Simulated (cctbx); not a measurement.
# Symmetry from intensities

Cell: a = 5.6060 Å, b = 5.6060 Å, c = 5.6060 Å, α = 90.00°, β = 90.00°, γ = 90.00°. Expected content of the cell: Pb4 Tc4.

Simulated single-crystal data (cctbx): synchrotron X-rays, λ = 0.7749 Å, to d = 0.7 Å, 95 % of the full sphere, strongest reflection 40000 counts, noise from counting, a 3 % proportional error and a noise floor of 8 counts (s.d.); no absorption.

Tests on the unmerged data give:

```text
2017 reflections to d = 0.701 A
centring   violations  <I/sigma> of those
    A        975 of   999     24.6
    B        976 of  1000     24.6
    C        977 of  1003     24.6
    I        923 of   999     24.0
    R       1298 of  1354     24.4
    F       1464 of  1501     24.6
Laue class    unique    Rint  (classes that these axes allow; Friedel mates merged)
P -1             1053   0.056
P 1 2/m 1         580   0.057
P 1 1 2/m         580   0.057
P 2/m 1 1         580   0.057
P m m m           343   0.058
P 4/m             294   0.485
P 4/m m m         192   0.485
R -3 :R           354   0.059
R -3 m :R         214   0.485
P m -3            117   0.059
P m -3 m           79   0.485
space group    extra absences  I>4sigma  <I/sigma>
P 2 3                   0          0         -  acentric
P 21 3                 22          0      -0.1  acentric
P m -3                  0          0         -  centric
Wilson B = 0.59 A^2   <|E^2-1|> = 0.742 (0.968 centric, 0.736 acentric)   E^2>4: 0.9 %
shell (A)         n   <I/sigma>
 5.61 - 1.40     19     65.0
 1.40 - 1.11     15     68.9
 1.11 - 0.97     15     66.6
 0.97 - 0.88     14     55.3
 0.88 - 0.82     15     50.1
 0.82 - 0.77     13     65.7
 0.77 - 0.73     14     57.3
 0.73 - 0.70     12     61.4
```

Q: Read the symmetry from these tables.

Every centring test has many violations, so the lattice is primitive.

Rint stays low (0.056 to 0.059) up to P m -3 and is 0.485 or more in the other classes.

3 settings pass the absence test. The most absences obeyed, 22, belong to P 21 3 alone.

⟨|E²−1|⟩ = 0.742 leans to a non-centrosymmetric structure. The Wilson B of 0.59 Å² means U ≈ 0.0075 Å².

The true group is P2_13 (no. 198), Laue class m-3, non-centrosymmetric. The tables fix it.

The model is made up (kin elements in a known structure type, no relaxation), so it says nothing on whether the phase exists.

[Logs are printed without paths, hosts, clocks, repeated set-up lines and the standing remarks that a program may print on its own settings, such as how far it seeks lower states.]
